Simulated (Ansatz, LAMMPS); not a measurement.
# Structural relaxation of a frame of liquid (Cs,Li)(Br,Cl) from 1000 K (118 atoms), part 2 of 2

Aim: bring a frame of liquid (Cs,Li)(Br,Cl) from 1000 K (118 atoms) to a nearby minimum of the energy and see what moves.

Ansatz 0.2.0; Kohn-Sham DFT, RPBE, PAW (set soft_2), plane waves.

The cell: 20 Cs, 39 Li, 41 Br and 18 Cl. The starting topology of bonds comes from the classical model. The ion parameters were fitted for water, not for melts. Only the Γ point is sampled, in a cell whose shortest periodic width is 16 Å. No spin–orbit coupling is included.

So far, density (g/cm³): step 5 (distances and neighbours after relaxation) 2.6.

## (6) Single point at the relaxed geometry

The electronic structure is read at the final geometry, in a run of its own.

File input.yaml:

```yaml
crystal:
  lattice:
    - [16.3496, 0.0, 0.0]
    - [0.0, 16.3496, 0.0]
    - [0.0, 0.0, 16.3496]
  atoms:
    - { symbol: Cs, position: [0.6169, 0.62115, 0.84006] }
    - { symbol: Cs, position: [0.21164, 0.06401, 0.47151] }
    - { symbol: Cs, position: [0.57277, 0.33978, 0.52674] }
    - { symbol: Cs, position: [0.70994, 0.16529, 0.11303] }
    - { symbol: Cs, position: [0.00842, 0.85016, 0.59244] }
    - { symbol: Cs, position: [0.79518, 0.83956, 0.32786] }
    - { symbol: Cs, position: [0.34235, 0.63839, 0.9441] }
    - { symbol: Cs, position: [0.35504, 0.6382, 0.5708] }
    - { symbol: Cs, position: [0.40551, 0.37722, 0.78361] }
    - { symbol: Cs, position: [0.31884, 0.06577, 0.78467] }
    - { symbol: Cs, position: [0.40022, 0.49464, 0.17563] }
    - { symbol: Cs, position: [0.90996, 0.27024, 0.43635] }
    - { symbol: Cs, position: [0.09012, 0.34298, 0.84101] }
    - { symbol: Cs, position: [0.77596, 0.31485, 0.76095] }
    - { symbol: Cs, position: [0.51297, 0.04392, 0.51645] }
    - { symbol: Cs, position: [0.69482, 0.64565, 0.57565] }
    - { symbol: Cs, position: [0.04046, 0.47696, 0.25956] }
    - { symbol: Cs, position: [0.71232, 0.90829, 0.90709] }
    - { symbol: Cs, position: [0.96026, 0.6277, 0.97337] }
    - { symbol: Cs, position: [0.09602, 0.03119, 0.94403] }
    - { symbol: Li, position: [0.92596, 0.35361, 0.05243] }
    - { symbol: Li, position: [0.34316, 0.99101, 0.08052] }
    - { symbol: Li, position: [0.2508, 0.10627, 0.21398] }
    - { symbol: Li, position: [0.48612, 0.1279, 0.22951] }
    - { symbol: Li, position: [0.51583, 0.73934, 0.32485] }
    - { symbol: Li, position: [0.2631, 0.28196, 0.59941] }
    - { symbol: Li, position: [0.36499, 0.81121, 0.21827] }
    - { symbol: Li, position: [0.15519, 0.41908, 0.51624] }
    - { symbol: Li, position: [0.78419, 0.38799, 0.24232] }
    - { symbol: Li, position: [0.98969, 0.0244, 0.373] }
    - { symbol: Li, position: [0.57523, 0.71056, 0.07278] }
    - { symbol: Li, position: [0.186, 0.38958, 0.0719] }
    - { symbol: Li, position: [0.82521, 0.60868, 0.16772] }
    - { symbol: Li, position: [0.43804, 0.86305, 0.8936] }
    - { symbol: Li, position: [0.21275, 0.7932, 0.77007] }
    - { symbol: Li, position: [0.55714, 0.33685, 0.26534] }
    - { symbol: Li, position: [0.01428, 0.71563, 0.35072] }
    - { symbol: Li, position: [0.71975, 0.12925, 0.37836] }
    - { symbol: Li, position: [0.43106, 0.18449, 0.05058] }
    - { symbol: Li, position: [0.31144, 0.30196, 0.33708] }
    - { symbol: Li, position: [0.95076, 0.13639, 0.19843] }
    - { symbol: Li, position: [0.68812, 0.53822, 0.32058] }
    - { symbol: Li, position: [0.07707, 0.63177, 0.70934] }
    - { symbol: Li, position: [0.89857, 0.53772, 0.47366] }
    - { symbol: Li, position: [0.19619, 0.81608, 0.03079] }
    - { symbol: Li, position: [0.89385, 0.56145, 0.7331] }
    - { symbol: Li, position: [0.96852, 0.42999, 0.61637] }
    - { symbol: Li, position: [0.03974, 0.81223, 0.84789] }
    - { symbol: Li, position: [0.85492, 0.14206, 0.902] }
    - { symbol: Li, position: [0.83732, 0.06326, 0.60021] }
    - { symbol: Li, position: [0.44539, 0.87258, 0.67633] }
    - { symbol: Li, position: [0.59632, 0.94753, 0.1779] }
    - { symbol: Li, position: [0.67778, 0.86849, 0.63388] }
    - { symbol: Li, position: [0.2403, 0.69475, 0.29144] }
    - { symbol: Li, position: [0.12483, 0.93498, 0.22718] }
    - { symbol: Li, position: [0.65959, 0.53647, 0.10112] }
    - { symbol: Li, position: [0.57198, 0.10428, 0.86595] }
    - { symbol: Li, position: [0.01013, 0.16367, 0.66321] }
    - { symbol: Li, position: [0.89402, 0.93032, 0.07049] }
    - { symbol: Br, position: [0.52075, 0.97414, 0.79496] }
    - { symbol: Br, position: [0.37578, 0.77384, 0.77487] }
    - { symbol: Br, position: [0.90086, 0.08919, 0.75385] }
    - { symbol: Br, position: [0.6019, 0.04507, 0.30835] }
    - { symbol: Br, position: [0.40648, 0.22153, 0.62051] }
    - { symbol: Br, position: [0.09307, 0.09456, 0.26221] }
    - { symbol: Br, position: [0.2717, 0.7064, 0.14292] }
    - { symbol: Br, position: [0.69222, 0.27703, 0.32248] }
    - { symbol: Br, position: [0.80565, 0.5161, 0.84721] }
    - { symbol: Br, position: [0.92305, 0.85486, 0.94321] }
    - { symbol: Br, position: [0.72499, 0.16316, 0.53689] }
    - { symbol: Br, position: [0.78514, 0.92844, 0.54791] }
    - { symbol: Br, position: [0.9072, 0.69048, 0.46196] }
    - { symbol: Br, position: [0.22828, 0.36518, 0.21475] }
    - { symbol: Br, position: [0.35859, 0.15109, 0.31773] }
    - { symbol: Br, position: [0.74345, 0.92741, 0.12814] }
    - { symbol: Br, position: [0.28322, 0.42513, 0.9625] }
    - { symbol: Br, position: [0.46949, 0.20678, 0.90312] }
    - { symbol: Br, position: [0.49701, 0.03603, 0.09296] }
    [... 34 atom lines left out ...]
    - { symbol: Cl, position: [0.53515, 0.56866, 0.03191] }
    - { symbol: Cl, position: [0.53832, 0.78526, 0.95727] }
    - { symbol: Cl, position: [0.81675, 0.48519, 0.35064] }
    - { symbol: Cl, position: [0.02885, 0.50113, 0.72644] }
    - { symbol: Cl, position: [0.70766, 0.13087, 0.89571] }
    - { symbol: Cl, position: [0.09308, 0.8893, 0.09869] }
kpoints:
  mp_grid: { grid: [1, 1, 1] }
hamiltonian:
  xc: rpbe
scf:
  occupations: { method: fixed }
output:
  forces: true
  stress: true
  populations: true
  dos:
    method: { smearing: { sigma: 0.15 } }
    de: 0.1
    projected: { site_lists: { Br: [Br], Cl: [Cl], Cs: [Cs], Li: [Li] } }
  eigenvalues: true
  write_density: true
  write_potential: true
  volumetric_format: npy
```

Started as:

```
$ ansatz run input.yaml --threads 4 --pin off --max-ram 8192MiB --backend cpu --events-out ev --progress --plain --runs-dir out
```

Wall time 80 s (4 threads of Arm Neoverse V2, shared host); peak memory 5.6 GiB; 5.2 min of CPU time.

The program notes that the exchange-correlation potential is rough where the density is thin.

The run gave:

```yaml
free_energy: -255687.1370 eV
free_energy_per_atom: -2166.8401 eV/atom
scf_cycles: 7
pressure: 0.4045 GPa
r_m_s_force_component: 0.0117 eV/Å
longest_force: 0.04906 eV/Å
fermi_energy: 0.352 eV
spacing_of_highest_filled_and_lowest_empty_level: 4.027 eV
spilling_of_the_projection: 0.004821
```

Löwdin charges by element (they lack the spilled electrons, 0.029 e an atom on average):

```csv
element,coordination,atoms,mean charge (e),spread,least,most
Br,all,41,-0.641,0.0276,-0.723,-0.588
Cl,all,18,-0.699,0.0132,-0.716,-0.678
Cs,all,20,0.810,0.0112,0.790,0.834
Li,all,39,0.669,0.0214,0.633,0.711
```

Density of states as counts of states in windows of 1 eV (from the Fermi level), total and the larger projections:

```csv
from (eV),to (eV),total,Br p,Cs p,Cl p,Br s,Cl s
-18,-14,0.0,0.0,0.0,0.0,0.0,0.0
-14,-13,42.9,0.0,0.0,0.0,15.9,23.6
-13,-12,74.7,0.0,0.2,0.0,59.9,10.3
-12,-11,0.4,0.0,0.0,0.0,0.3,0.0
-11,-8,0.0,0.0,0.0,0.0,0.0,0.0
-8,-7,41.3,0.3,40.6,0.1,0.1,0.0
-7,-6,78.7,0.6,77.3,0.3,0.2,0.1
-6,-3,0.0,0.0,0.0,0.0,0.0,0.0
-3,-2,42.3,14.9,0.1,23.6,0.1,0.1
-2,-1,165.2,95.0,0.7,62.3,0.3,0.1
-1,0,145.1,123.9,0.7,17.9,0.1,0.0
0,1,1.4,1.3,0.0,0.0,0.0,0.0
1,3,0.0,0.0,0.0,0.0,0.0,0.0
3,4,0.7,0.0,0.0,0.0,0.1,0.0
4,5,8.9,0.3,0.0,0.1,0.6,0.2
```

With fixed occupations the program's Fermi level is the highest filled level; weight inside the gap is the broadening of levels at its edges.

Between -26 and -18 eV lie 40 more states.

About 79 of the 710 electrons lie in deeper levels, below the stored range.

The levels nearest the highest filled one (over half full), pooled over k-points and spins:

```csv
level less the highest filled one (eV),occupation
-0.263,2
-0.236,2
-0.229,2
-0.203,2
-0.192,2
0,2
4.03,0
4.67,0
4.78,0
4.80,0
5.02,0
5.03,0
```

Electrostatic potential energy in the ac plane at fractional y = 0.282, with atoms of Cs and Li and Br and Cl within 0.2 Å of it. With pseudopotentials it is smooth inside the atoms' cores, unlike the true potential.

Values in eV, 13 rows by 16 columns, each cell a mean:
```
  5   4   4   6   6   6   6   5   6   6   6   6   6  -1 -25  -2
  2  -6   1   5   6   5   5   4   6   6   6   5   4   3 -10   3
  2  -6   1   5   5   4   3   4   5   5   4  -4 -16  -4   5   6
  5   5   5   6   5   5   4   5   5   5   4  -5 -18  -4   4   2
  3   7   6   1  -6   4   1   5   5   4   4   4   3   5 -10 -30
  6   6   6  -2 -13   4   4   5  -1  -6   3   5   6   6   4   0
  5   6  -5 -19   2   6   6   5  -2  -8   2   6   5  -1 -13  -5
  4   6  -6 -21   0   4   6   6   5   4   4   4   5  -6 -21 -14
  5   6   6   5  -6 -10   5   6   5   4 -17 -27   3   4   0   3
  6   6   7   6   4   4   6   6   2   2  -3  -8   5   4  -9   1
  6   7   7   6   6   7   7  -4 -15   4   5   5   5   0 -30 -12
  6   6   6   6   7   6   6   0  -7   6   5   4   5   5   3   4
  6   6   5   5   6   6   5   6   6   6   5   5   5   6   4   4
```
Columns run along a (16.3 Å; values clipped at the 3rd and 97th percentile), rows up along c (16.3 Å). Atoms in or near the plane, at fractional coordinates: Cs at (0.91, 0.44), Li at (0.26, 0.60), Br at (0.69, 0.32), Br at (0.20, 0.45), Br at (0.91, 0.20), Cl at (0.90, 0.93), Cl at (0.95, 0.65).

Valence density in the ac plane at fractional y = 0.282, with atoms of Cs and Li and Br and Cl within 0.2 Å of it. It is the smooth field of the valence electrons, not physical close to the nuclei.

Ten steps, logarithmic in the rise over the least value, from '0' (0.0 e/Å³) to '9' (5.4 e/Å³), each cell a mean:
```
00000000000000000001111000000000000024666642
10011100000000000112332100000000000135766753
11334321000000000123332210000000000124666542
12455532000000000112221100000000122212222211
12344431000000001111110000000013456542100000
00122211000000001111100000000024666653100000
11001112110000001111000000000013566653122333
42100112211000112332110000000001233221246776
53100011112541134454311000000000000001257767
32000000016994234444321122210000000000135665
10000001122441112222112345432100000000012222
00000124554321000000012455542100000001334321
10001246656531000000001233321000000024666653
20001246656531000000000011111111100125654664
10000124554321100111100000123444321113566653
00000001111137731111110000235666642101233210
00000000000125510000000001246656652100111110
10000000112111000000011111124555431112455432
10000001223211000001234432111122110124665653
10000001122210000013567753100000000124665664
10000000011000000013577753100000000012455532
00000000000000000001345432000000000000112110
00000000000000000000011100000000000000001000
00000000000000000000000000000000000001233210
```
Columns run along a (16.3 Å), rows up along c (16.3 Å). Atoms in or near the plane, at fractional coordinates: Cs at (0.91, 0.44), Li at (0.26, 0.60), Br at (0.69, 0.32), Br at (0.20, 0.45), Br at (0.91, 0.20), Cl at (0.90, 0.93), Cl at (0.95, 0.65).

Mean Löwdin charges: Br -0.64, Cl -0.70, Cs +0.81, Li +0.67 e (they miss 0.48 % of the electrons, so they add up to more than the cell's charge).

A closer look about Br83, whose charge lies farthest from its element's mean: 15 atoms, nearest first, numbered in the order of the input, with positions taken from that point.

```csv
atom,x,y,z,distance (Å),Löwdin charge (e)
Br83,0.00,0.00,0.00,0.00,-0.72
Cs3,0.58,-2.76,-2.25,3.61,0.81
Cs9,-2.16,-2.14,1.95,3.61,0.80
Cs1,1.30,1.84,2.87,3.65,0.81
Cs16,2.57,2.25,-1.45,3.71,0.80
Cs8,-2.98,2.12,-1.53,3.97,0.82
Br84,-4.72,-1.18,-0.49,4.89,-0.66
Cl108,4.93,-0.18,-1.00,5.04,-0.69
Br64,-2.14,-4.69,-0.72,5.20,-0.69
Cs14,3.90,-3.16,1.58,5.26,0.83
Br68,4.39,0.13,2.99,5.31,-0.68
Br61,-2.64,4.34,1.80,5.39,-0.62
Br87,0.15,5.24,-1.57,5.47,-0.65
Br98,3.03,4.41,1.24,5.49,-0.68
Br96,-1.55,-2.00,-4.94,5.55,-0.66
```

## (7) Outcome

```json
{"energy change in the relaxation": "-104.1 meV/atom", "r.m.s. displacement": "0.977 Å", "largest displacement": "3.051 Å", "free energy per atom": "-2166.8401 eV/atom", "pressure": "0.4045 GPa", "r.m.s. force component": "0.0117 eV/Å", "gap (highest filled to lowest empty level)": "4.027 eV", "wall time of the 3 DFT runs": "23 min"}
```

**Reading.** Relaxation lowers the energy by 104 meV/atom and moves atoms by 0.98 Å r.m.s.; the r.m.s. force component goes from 0.32 to 0.012 eV/Å, the pressure goes from 0.76 to 0.40 GPa, and the gap from 3.47 to 4.03 eV. First to last step the energy falls by 12.289 eV; the largest move, 3.05 Å, is that of Li54. Between filled and empty levels lie 4.03 eV (at Γ alone); a semilocal functional tends to put such gaps too low. In a disordered cell it changes from sample to sample and from frame to frame.

**Limits.** The starting topology of bonds comes from the classical model; in DFT atoms moved by 0.98 Å r.m.s.

[Logs are printed without paths, hosts, clocks, repeated set-up lines and the standing remarks that a program may print on its own settings, such as how far it seeks lower states.]

[Hosts, paths, dates, database ids (printed as entryN), source tags and the programs' standing remarks are cut or masked in the printed files.]
